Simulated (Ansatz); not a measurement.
# CaV3, from a guessed structure to a relaxed one

This structure for CaV3 is made up. Its elements were placed in a known structure type with a cell scaled to their sizes. What cell does the guess relax to, and how far off was it?

Calculated with Ansatz 0.2.0; DFT, PBE, plane-wave PAW, files of the set soft_1, scalar-relativistic, ferromagnetic start, cell and ions relaxed at zero pressure; PAW set soft_1.

**1. The structure**

It takes space group Pm-3m (No. 221, cubic). Conventional cell: a = 4.123 Å, b = 4.123 Å, c = 4.123 Å, α = 90.00°, β = 90.00°, γ = 90.00°. Nearest to V lie 4 Ca at 2.92 Å and 8 V at 2.92 Å. Nearest to Ca lie 12 V at 2.92 Å. Farther neighbours are not listed.

**2. Relaxing cell and atoms**

The guessed cell has no reason to be at equilibrium. It is relaxed with the atoms, within the space group of the guess.

Contents of input.yaml:

```yaml
crystal:
  lattice:
    - [4.123, 0.0, 0.0]
    - [0.0, 4.123, 0.0]
    - [0.0, 0.0, 4.123]
  atoms:
    - { symbol: V, position: [0.0, 0.5, 0.5], spin: 2.0 }
    - { symbol: V, position: [0.5, 0.0, 0.5], spin: 2.0 }
    - { symbol: V, position: [0.5, 0.5, 0.0], spin: 2.0 }
    - { symbol: Ca, position: [0.0, 0.0, 0.0] }
magnetization:
  spin_polarized: true
kpoints:
  mp_grid: { grid: [7, 7, 7] }
scf:
  occupations: { method: fermi_dirac, width: 0.05 }
hamiltonian:
  xc: pbe
  pseudopotentials: { kind: paw, azcp: { folder: soft_1 } }
relax:
  f_tol: 0.015
  max_steps: 70
  cell: {}
output:
  forces: true
  stress: true
```

Run with:

```bash
$ ansatz run input.yaml --threads 4 --pin off --max-ram 8192MiB --backend cpu --events-out ev --progress --plain --runs-dir out
```

Numbers of over 12 decimals in the logs are rounded to 6 here.

The program printed:

```text
Engine: ansatz 0.2.0, aarch64-unknown-linux-gnu
Pseudopotentials: kind: paw
Pseudopotential: V, paw, valence charge 13, recommended cutoff 420 eV (normal), soft_1/V.paw.azcp
Pseudopotential: Ca, paw, valence charge 10, recommended cutoff 420 eV (normal), soft_1/Ca.paw.azcp
Functional definition: PBE
  parameter kappa = 0.804
  parameter beta = 0.066725
  exchange = pbe_x(kappa = kappa, mu = beta*pi^2/3)
  correlation = pbe_c(beta = beta)
Crystal: 4 atoms, lattice volume = 70.087 Å³
Basis set: ecut = 420 eV, 1357 PW (Γ), exchange–correlation on 60×60×60 points (8 copies of the dense FFT grid, shifted against one another)
Bands: 33, of which v1, the nominal top of the filled ones, is band 25 counted from 1 (24 counted from 0)
Symmetry: 48 space group operations
Space group: Pm-3m (ITA 221), of the structure as read, at distance tolerance 4.1e-5 Å
Magnetic group: BNS 221.92 (UNI 1594), of the structure as read, at distance tolerance 4.1e-5 Å
k-points: 20 of 343
Non-local potential: V, projectors of the file, l = 0: 3, l = 1: 2, l = 2: 3, l = 3: 1
Non-local potential: Ca, projectors of the file, l = 0: 3, l = 1: 2, l = 2: 2
PAW form: soft (Blöchl's): semilocal exchange-correlation on the pseudo side does not see the compensation charge
PAW one-centre angular grid: V, 590 points (default); XC on 64 Gauss nodes
PAW one-centre angular grid: Ca, 110 points (default); XC on 64 Gauss nodes
Initial density: superposition of atomic densities (chi_scale 0.1, normalization cell, long waves kept (reshape's long-wave potential 0.00 eV rms))
Starting moments: Σ|m| = 6 μB on 3 of 4 sites
Initial wavefunctions: pseudopotential atomic-orbital guess
Functional: x = pbe(κ = 0.804, μ = 0.219515), c = pbe(β = 0.066725)
SCF iter   1: F=—  HF=-10551.612140 eV  |F-HF|=—  |Δ(HF+E_count)|=         —  Δρ=8.26e-2 (↑8.26e-2 ↓1.74e-2)  dr2=8.85e0  dr2_m=9.18e-1  M=4.804 μB ∫|m|=4.806 μB  β_m=0.30  ethr=3.10e-3  ⟨swp⟩=5.6  Hψ=5141  notcnv=0
Mixer restart at iter 1: flushing history
preconditioner: auto → Kerker (q_TF=auto, 2.570 Å⁻¹)  [metal: Δε(μ)=0.029 eV  Ē_g=3.254 eV  σ=0.050 eV  W_gap=0.14  n_scr=18 (ndim 8)  ℏωp=18.3 eV  f_vac=0.000  D(μ)=8.06/eV (n_scr^D=92)]
spin=Collinear: Kerker preconditioning applied to the charge; magnetization (m = ρ↑ − ρ↓) channel mixes plain (no charge-response kernel on spin).
SCF iter   2: F=—  HF=-10549.298133 eV  |F-HF|=—  |Δ(HF+E_count)|=    2.31e0  Δρ=4.02e-2 (↑4.02e-2 ↓1.52e-2)  dr2=1.40e0  dr2_m=3.93e-1  M=4.602 μB ∫|m|=4.609 μB  β_m=0.41  ethr=3.10e-3  ⟨swp⟩=3.2  Hψ=2909  notcnv=0  defer=26
SCF iter   3: F=—  HF=-10549.171462 eV  |F-HF|=—  |Δ(HF+E_count)|=   1.27e-1  Δρ=1.98e-2 (↑1.54e-2 ↓1.98e-2)  dr2=6.38e-2  dr2_m=1.62e-1  M=4.177 μB ∫|m|=4.188 μB  β_m=0.67  ethr=2.86e-3  ⟨swp⟩=2.5  Hψ=1999  notcnv=0  defer=26
SCF iter   4: F=—  HF=-10550.173023 eV  |F-HF|=—  |Δ(HF+E_count)|=         —  Δρ=2.13e-2 (↑2.13e-2 ↓1.91e-2)  dr2=2.09e-2  dr2_m=2.56e-1  M=2.496 μB ∫|m|=2.519 μB  β_m=0.70  ethr=1.30e-4  ⟨swp⟩=2.1  Hψ=2751  notcnv=0  defer=29
Mixer restart at iter 4: flushing history
SCF iter   5: F=—  HF=-10550.165689 eV  |F-HF|=—  |Δ(HF+E_count)|=   7.33e-3  Δρ=1.27e-2 (↑1.19e-2 ↓1.27e-2)  dr2=6.50e-3  dr2_m=9.67e-2  M=2.129 μB ∫|m|=2.147 μB  β_m=0.85  ethr=4.26e-5  ⟨swp⟩=2.0  Hψ=2459  notcnv=0  defer=29
SCF iter   6: F=—  HF=-10550.174558 eV  |F-HF|=—  |Δ(HF+E_count)|=   8.87e-3  Δρ=7.40e-3 (↑7.40e-3 ↓2.40e-3)  dr2=3.12e-2  dr2_m=1.19e-2  M=1.436 μB ∫|m|=1.443 μB  β_m=0.74  ethr=1.33e-5  ⟨swp⟩=2.4  Hψ=2665  notcnv=0  defer=28
SCF iter   7: F=—  HF=-10550.169326 eV  |F-HF|=—  |Δ(HF+E_count)|=   5.23e-3  Δρ=1.64e-3 (↑8.86e-4 ↓1.64e-3)  dr2=6.27e-4  dr2_m=8.23e-4  M=1.321 μB ∫|m|=1.324 μB  β_m=0.87  ethr=1.33e-5  ⟨swp⟩=2.1  Hψ=2625  notcnv=0  defer=28
SCF iter   8: F=—  HF=-10550.170827 eV  |F-HF|=—  |Δ(HF+E_count)|=   1.50e-3  Δρ=6.19e-4 (↑2.76e-4 ↓6.19e-4)  dr2=2.25e-4  dr2_m=8.88e-5  M=1.211 μB ∫|m|=1.213 μB  β_m=0.93  ethr=1.28e-6  ⟨swp⟩=2.0  Hψ=2590  notcnv=0  defer=27
SCF iter   9: F=—  HF=-10550.171125 eV  |F-HF|=—  |Δ(HF+E_count)|=   2.99e-4  Δρ=2.66e-4 (↑1.59e-4 ↓2.66e-4)  dr2=2.08e-5  dr2_m=2.64e-5  M=1.170 μB ∫|m|=1.172 μB  β_m=0.97  ethr=4.59e-7  ⟨swp⟩=2.0  Hψ=2129  notcnv=0  defer=27
SCF iter  10: F=—  HF=-10550.171173 eV  |F-HF|=—  |Δ(HF+E_count)|=   4.74e-5  Δρ=1.35e-4 (↑1.35e-4 ↓9.59e-5)  dr2=2.81e-5  dr2_m=3.33e-6  M=1.139 μB ∫|m|=1.141 μB  β_m=0.98  ethr=4.25e-8  ⟨swp⟩=2.1  Hψ=2374  notcnv=0  defer=23
SCF iter  11: F=—  HF=-10550.171181 eV  |F-HF|=—  |Δ(HF+E_count)|=   8.71e-6  Δρ=2.27e-5 (↑2.27e-5 ↓1.76e-5)  dr2=2.22e-7  dr2_m=1.72e-7  M=1.131 μB ∫|m|=1.133 μB  β_m=0.99  ethr=4.25e-8  ⟨swp⟩=2.0  Hψ=2145  notcnv=0  defer=23
SCF iter  12: F=—  HF=-10550.171182 eV  |F-HF|=—  |Δ(HF+E_count)|=   6.40e-7  Δρ=7.28e-6 (↑7.28e-6 ↓6.06e-6)  dr2=8.62e-8  dr2_m=8.98e-9  M=1.130 μB ∫|m|=1.132 μB  β_m=1.00  ethr=4.53e-10  ⟨swp⟩=2.0  Hψ=2342  notcnv=0  defer=23
SCF iter  13: F=—  HF=-10550.171182 eV  |F-HF|=—  |Δ(HF+E_count)|=   3.76e-8  Δρ=1.61e-6 (↑1.03e-6 ↓1.61e-6)  dr2=2.12e-9  dr2_m=4.90e-10  M=1.129 μB ∫|m|=1.131 μB  β_m=1.00  ethr=1.76e-10  ⟨swp⟩=2.1  Hψ=2115  notcnv=0  defer=23
SCF iter  14: F=-10550.171182 eV  HF=-10550.171182 eV  |F-HF|=2.98e-10  |Δ(HF+E_count)|=   2.13e-9  Δρ=6.05e-7 (↑3.76e-7 ↓6.05e-7)  dr2=4.69e-10  dr2_m=3.03e-11  M=1.129 μB ∫|m|=1.131 μB  ethr=4.32e-12  ⟨swp⟩=1.0  Hψ=3821  notcnv=0
SCF 1 converged in 14 iterations: F = -10550.171182 eV  dr2 = 4.69e-10
  greatest PAW one-centre occupation: 1.000 electrons in one spin orbital (limit 2), on the V atom at site 2 (counted from 0), in its partial waves of l = 0
relax step   1: F+E_penalty+E_count = -10550.17118200 eV  Δ(F+E_penalty+E_count) = +0.000e0 eV  max|allowed force component| = 5.778e-29 eV/Å  Δτ_max = 0.0000 Å  P = -1.394 GPa  Ω = 70.087 Å³  (14 SCF iters, dr2 threshold 1.00e-7 eV, accepted)
Crystal: 4 atoms, lattice volume = 68.010 Å³
Initial density: handed on by an earlier stage of this run
Starting moments: Σ|m| = 6 μB on 3 of 4 sites; this step starts from the density that it was given
Initial wavefunctions: those handed on with the density
iter 1 solved again at ethr=2.23e-5 eV; its pass at ethr=3.10e-3 eV (dr2=1.09e-2 eV) is discarded
SCF iter   1: F=—  HF=-10550.173068 eV  |F-HF|=—  |Δ(HF+E_count)|=         —  Δρ=3.07e-3 (↑3.07e-3 ↓1.32e-3)  dr2=1.08e-2  dr2_m=1.62e-3  M=1.178 μB ∫|m|=1.180 μB  β_m=0.65  ethr=2.23e-5  ⟨swp⟩=1.0  Hψ=5987  notcnv=0
preconditioner: auto → none  [metal: Δε(μ)=0.002 eV  Ē_g=7.563 eV  σ=0.050 eV  W_gap=0.01  n_scr=6 (ndim 8)  ℏωp=21.6 eV  f_vac=0.000  D(μ)=8.02/eV (n_scr^D=122)]
[...]
SCF iter   6: F=—  HF=-10550.176368 eV  |F-HF|=—  |Δ(HF+E_count)|=   3.39e-5  Δρ=3.42e-4 (↑3.42e-4 ↓2.91e-4)  dr2=1.11e-5  dr2_m=5.87e-5  M=0.890 μB ∫|m|=0.890 μB  β_m=0.32  ethr=5.93e-9  ⟨swp⟩=2.0  Hψ=2293  notcnv=0
SCF iter   7: F=—  HF=-10550.176660 eV  |F-HF|=—  |Δ(HF+E_count)|=   2.91e-4  Δρ=1.60e-4 (↑1.60e-4 ↓1.28e-4)  dr2=1.20e-5  dr2_m=1.01e-5  M=0.946 μB ∫|m|=0.947 μB  β_m=0.77  ethr=5.93e-9  ⟨swp⟩=2.6  Hψ=2467  notcnv=0
SCF iter   8: F=—  HF=-10550.176615 eV  |F-HF|=—  |Δ(HF+E_count)|=   4.43e-5  Δρ=9.83e-5 (↑8.72e-5 ↓9.83e-5)  dr2=2.09e-5  dr2_m=1.73e-6  M=0.980 μB ∫|m|=0.982 μB  β_m=0.88  ethr=5.93e-9  ⟨swp⟩=2.4  Hψ=2370  notcnv=0
SCF iter   9: F=—  HF=-10550.176695 eV  |F-HF|=—  |Δ(HF+E_count)|=   7.99e-5  Δρ=3.59e-5 (↑3.59e-5 ↓3.53e-5)  dr2=1.76e-6  dr2_m=5.29e-7  M=0.983 μB ∫|m|=0.984 μB  β_m=0.94  ethr=5.93e-9  ⟨swp⟩=2.1  Hψ=2357  notcnv=0
SCF iter  10: F=—  HF=-10550.176702 eV  |F-HF|=—  |Δ(HF+E_count)|=   7.19e-6  Δρ=1.42e-5 (↑1.24e-5 ↓1.42e-5)  dr2=1.49e-7  dr2_m=8.31e-8  M=0.988 μB ∫|m|=0.989 μB  β_m=0.97  ethr=3.60e-9  ⟨swp⟩=2.0  Hψ=2179  notcnv=0
iter 11 did not close the SCF: its close was put off for a magnetic moment that had not settled (scf_convergence_deferred on its scf_iter line)
SCF iter  11: F=-10550.176703 eV  HF=-10550.176703 eV  |F-HF|=1.46e-7  |Δ(HF+E_count)|=   5.00e-7  Δρ=8.27e-6 (↑8.27e-6 ↓6.29e-6)  dr2=1.79e-7  dr2_m=5.01e-9  M=0.990 μB ∫|m|=0.991 μB  β_m=0.99  ethr=3.04e-10  ⟨swp⟩=2.0  Hψ=3983  notcnv=0
SCF iter  12: F=-10550.176703 eV  HF=-10550.176703 eV  |F-HF|=1.77e-8  |Δ(HF+E_count)|=   1.17e-8  Δρ=3.63e-6 (↑2.29e-6 ↓3.63e-6)  dr2=2.47e-8  dr2_m=9.05e-10  M=0.990 μB ∫|m|=0.991 μB  ethr=3.04e-10  ⟨swp⟩=1.3  Hψ=3183  notcnv=0
SCF 3 converged in 12 iterations: F = -10550.176703 eV  dr2 = 2.47e-8
relax step   3: F+E_penalty+E_count = -10550.17670287 eV  Δ(F+E_penalty+E_count) = -3.119e-3 eV  max|allowed force component| = 6.127e-29 eV/Å  Δτ_max = 0.0000 Å  P = -0.029 GPa  Ω = 68.969 Å³  energy of the carried Pulay correction = +4.988e-4 eV  (12 SCF iters, dr2 threshold 4.00e-7 eV, accepted)
Initial wavefunctions: pseudopotential atomic-orbital guess (no wavefunctions were taken with the density)
iter 1 solved again at ethr=3.19e-7 eV; its pass at ethr=3.10e-3 eV (dr2=1.56e-4 eV) is discarded
SCF iter   1: F=—  HF=-10550.176175 eV  |F-HF|=—  |Δ(HF+E_count)|=         —  Δρ=1.29e-5 (↑1.20e-5 ↓1.29e-5)  dr2=2.03e-7  dr2_m=1.17e-9  M=0.990 μB ∫|m|=0.991 μB  β_m=0.65  ethr=3.19e-7  ⟨swp⟩=2.4  Hψ=7923  notcnv=0
preconditioner: auto → none  [metal: Δε(μ)=0.005 eV  Ē_g=7.528 eV  σ=0.050 eV  W_gap=0.03  n_scr=6 (ndim 8)  ℏωp=21.4 eV  f_vac=0.000  D(μ)=8.40/eV (n_scr^D=122)]
SCF iter   2: F=—  HF=-10550.176176 eV  |F-HF|=—  |Δ(HF+E_count)|=   1.18e-6  Δρ=7.78e-6 (↑7.78e-6 ↓5.55e-6)  dr2=1.21e-7  dr2_m=4.15e-9  M=0.990 μB ∫|m|=0.991 μB  β_m=0.46  ethr=4.14e-10  ⟨swp⟩=2.0  Hψ=1849  notcnv=0
SCF iter   3: F=—  HF=-10550.176176 eV  |F-HF|=—  |Δ(HF+E_count)|=   3.86e-7  Δρ=4.21e-6 (↑3.80e-6 ↓4.21e-6)  dr2=2.69e-8  dr2_m=2.66e-10  M=0.990 μB ∫|m|=0.991 μB  β_m=0.44  ethr=2.46e-10  ⟨swp⟩=2.0  Hψ=2148  notcnv=0
SCF iter   4: F=—  HF=-10550.176176 eV  |F-HF|=—  |Δ(HF+E_count)|=   2.38e-8  Δρ=1.63e-6 (↑1.53e-6 ↓1.63e-6)  dr2=1.28e-9  dr2_m=4.45e-10  M=0.990 μB ∫|m|=0.991 μB  β_m=0.72  ethr=5.49e-11  ⟨swp⟩=2.0  Hψ=1600  notcnv=0
SCF iter   5: F=—  HF=-10550.176176 eV  |F-HF|=—  |Δ(HF+E_count)|=   6.46e-8  Δρ=1.08e-6 (↑7.55e-7 ↓1.08e-6)  dr2=7.18e-10  dr2_m=3.31e-10  M=0.990 μB ∫|m|=0.991 μB  β_m=0.66  ethr=2.61e-12  ⟨swp⟩=2.0  Hψ=2350  notcnv=0
SCF iter   6: F=—  HF=-10550.176177 eV  |F-HF|=—  |Δ(HF+E_count)|=   9.39e-9  Δρ=6.11e-7 (↑6.11e-7 ↓5.19e-7)  dr2=1.60e-11  dr2_m=1.98e-10  M=0.990 μB ∫|m|=0.992 μB  β_m=0.83  ethr=1.47e-12  ⟨swp⟩=3.0  Hψ=2376  notcnv=0
SCF iter   7: F=—  HF=-10550.176177 eV  |F-HF|=—  |Δ(HF+E_count)|=  6.29e-10  Δρ=5.13e-7 (↑2.55e-7 ↓5.13e-7)  dr2=1.07e-10  dr2_m=8.09e-11  M=0.990 μB ∫|m|=0.992 μB  β_m=0.92  ethr=1.00e-12  ⟨swp⟩=2.0  Hψ=2165  notcnv=0
SCF iter   8: F=—  HF=-10550.176177 eV  |F-HF|=—  |Δ(HF+E_count)|=  9.35e-10  Δρ=2.35e-7 (↑1.46e-7 ↓2.35e-7)  dr2=4.96e-11  dr2_m=1.28e-11  M=0.990 μB ∫|m|=0.992 μB  β_m=0.83  ethr=1.00e-12  ⟨swp⟩=2.6  Hψ=2169  notcnv=0
SCF iter   9: F=—  HF=-10550.176177 eV  |F-HF|=—  |Δ(HF+E_count)|=  1.31e-10  Δρ=6.17e-8 (↑6.17e-8 ↓4.33e-8)  dr2=1.01e-12  dr2_m=1.57e-12  M=0.990 μB ∫|m|=0.992 μB  β_m=0.90  ethr=1.00e-12  ⟨swp⟩=2.1  Hψ=1750  notcnv=0
SCF iter  10: F=-10550.176177 eV  HF=-10550.176177 eV  |F-HF|=0.00e0  |Δ(HF+E_count)|=    0.00e0  Δρ=3.65e-8 (↑3.15e-8 ↓3.65e-8)  dr2=3.01e-12  dr2_m=1.81e-13  M=0.990 μB ∫|m|=0.992 μB  ethr=1.00e-12  ⟨swp⟩=2.0  Hψ=3123  notcnv=0
SCF 4 converged in 10 iterations: F = -10550.176177 eV  dr2 = 3.01e-12
relax step   4: F+E_penalty+E_count = -10550.17617650 eV  Δ(F+E_penalty+E_count) = +5.264e-4 eV  max|allowed force component| = 8.204e-29 eV/Å  Δτ_max = 0.0000 Å  P = -0.030 GPa  Ω = 68.969 Å³  stress off target by 3.03e-2 GPa  SCF on the basis re-selected at this cell (its energy is not comparable with the rows above)  (10 SCF iters)
basis re-selected at this cell: Δ(F+E_penalty+E_count) = +5.264e-4 eV, ΔP = -0.001 GPa vs the last step (what re-selecting the basis moved, of the pressure what is left beyond the Pulay correction that the steps carried, after the strain that the cell walked since its last selection, with what the two solves' SCF thresholds leave and, on support functions, any second-order correction that the steps lacked; it is no m [...]
SCF converged after 10 iterations
Magnetization: 0.9904 μB (24.9952 up, 24.0048 down)
Absolute magnetization: 0.9918 μB (∫|ρ↑−ρ↓|, with the PAW one-centre terms)
Spin contamination: 0.0038 ħ² per cell (⟨S²⟩ above its minimum at these occupations)
Per-site moments (μB) at R_I (Å): [(0.270834, 1.196174), (0.270834, 1.196174), (0.270834, 1.196174), (0.029187, 1.196174)]
Free energy (F): -10550.176177 eV
Harris-Foulkes:  -10550.176177 eV  (|F-HF|=0.00e0)
Internal energy: -10550.108595 eV  (E = F + TS)
E sigma→0 (E₀):  -10550.142386 eV
Entropy (-TS):   -0.067581 eV (-16.895 meV/atom)
Fermi energy:    12.907284 eV
--- Per-component energies (eV) ---
  E_band       = -659.544413
  E_kinetic    = 1140.108809
  E_local      = -4076.883880  (includes V_loc(G=0)·N_el)
  E_nonlocal   = 337.060925
  E_hartree    = 1619.625399
  E_xc         = -470.708006
  E_vxc        = -592.224294  (∫ρ·V_xc dr)
  E_paw        = -4240.950078  (= ΣΔE_a)
  E_vpaw       = -706.859346  (= ΣTr[D̂ρ^β])
  E_aug_tail   = 0.002691  (compensation charges beyond the density's cutoff)
  E_ewald      = -4858.364455
  E_smearing   = -0.067581  (= −TS)
  E_closure    = -0.000000  (closes the sum)
  Σ components = -10550.176177   (vs F -10550.176177, Δ=0.00e0)
--- Forces (eV/Å), atoms counted from 1 ---
  atom   1  V      0.00000000     0.00000000     0.00000000
  atom   2  V     -0.00000000    -0.00000000     0.00000000
  atom   3  V      0.00000000     0.00000000     0.00000000
  atom   4  Ca    -0.00000000     0.00000000    -0.00000000
  max |Σ_I F_I| component: 1.77e-28 eV/Å
--- Stress (GPa, compression-positive) ---
       -0.030340       0.000000       0.000000
        0.000000      -0.030340      -0.000000
        0.000000      -0.000000      -0.030340
  P = ⅓ Tr σ = -0.0303 GPa (-0.303 kbar)
--- Relaxed structure (3 steps of the walk, 3 accepted, 1 SCFs on fresh bases) ---
  F+E_penalty+E_count = -10550.17617650 eV   max|allowed force component| = 8.204e-29 eV/Å   (the final SCF, on the basis selected at the relaxed cell)
  cell:  # Å, volume = 68.9693 Å³
    - [4.100958, 0, 0]
    - [0, 4.100958, 0.0]
    - [0, 0.0, 4.100958]
  atoms:
    - { symbol: V, position: [0, 0.500000, 0.500000] }
    - { symbol: V, position: [0.500000, 0, 0.500000] }
    - { symbol: V, position: [0.500000, 0.500000, 0] }
    - { symbol: Ca, position: [0, 0, 0] }
```

Elapsed: 8.5 s, on 4 threads of Arm Neoverse V1, shared host; peak memory 0.41 GiB; 31 s of CPU time.

Relaxation path:

```
step  energy less that of the first step (eV)  largest force component (eV/Å)  pressure (GPa)  volume (Å³)
   1                                   0.0000                          0.0000           -1.39        70.09
   2                                  -0.0024                          0.0000            1.23        68.01
   3                                  -0.0055                          0.0000           -0.03        68.97
  4*                                  -0.0050                          0.0000           -0.03        68.97
```

Relaxation steps marked * repeat the geometry before them on a plane-wave basis chosen anew for their cell, so energy and pressure can jump there.

Forces are held to the 48 operations that the run works with; a distortion that breaks them can't arise in this run.

```
conventional cell, symmetrised  before  after  change
                         a (Å)   4.123  4.101  -0.5 %
                         b (Å)   4.123  4.101  -0.5 %
                         c (Å)   4.123  4.101  -0.5 %
              volume (Å³/atom)   17.52  17.24  -1.6 %
```

Final coordinates:

```xyz
4
Lattice="4.1010 0.0000 0.0000 0.0000 4.1010 0.0000 0.0000 0.0000 4.1010" Properties=species:S:1:pos:R:3 pbc="T T T"
V     0.0000    2.0505    2.0505
V     2.0505    0.0000    2.0505
V     2.0505    2.0505    0.0000
Ca    0.0000    0.0000    0.0000
```

Numbers from this step:

* free energy: -10550.1762 eV
* energy at zero smearing: -10550.1424 eV
* smearing term TS: 0.06758 eV
* Fermi energy: 12.91 eV
* magnetization: 0.9904 μB
* absolute magnetization: 0.9918 μB
* site moments: 0.2708, 0.2708, 0.2708, 0.02919 μB
* electrons: 49
* symmetry operations: 48
* pressure: -0.03034 GPa

Site moment by atom:

```
atom  site moment (μB)
  V1             0.271
  V2             0.271
  V3             0.271
 Ca4             0.029
```

The shortest distance of each pair, which need not be the same contact before and after:

```
 pair  guess (Å)  relaxed (Å)
  V–V      2.915        2.900
 Ca–V      2.915        2.900
Ca–Ca      4.123        4.101
```

The relaxation ends with a pressure of -0.03 GPa.

**3. Outcome**

```
space group, relaxed : Pm-3m
conventional cell    : a = 4.101, b = 4.101, c = 4.101 Å; α = 90.0°, β = 90.0°, γ = 90.0°
volume per atom      : 17.24 Å³ (guess 17.52)
total moment         : 0.99 μB in the cell of 4 atoms
```

**Reading.** CaV3 relaxes to Pm-3m with a = 4.101, b = 4.101 and c = 4.101 Å. The guessed volume was 2 % too large. The space group Pm-3m was held in the relaxation, so the end point is a stationary structure within it and may be a saddle against distortions or other arrangements. The input starts from parallel moments, and no other start was typed. Mesh and cutoff weren't tested. No dispersion term is used, so weakly bound directions may come out too long. Nothing here tests whether the compound is stable against decomposition.

[Logs are printed without paths, hosts, clocks, repeated set-up lines and the standing remarks that a program may print on its own settings, such as how far it seeks lower states.]

[Hosts, paths, dates, database ids (printed as entryN), source tags and the programs' standing remarks are cut or masked in the printed files.]
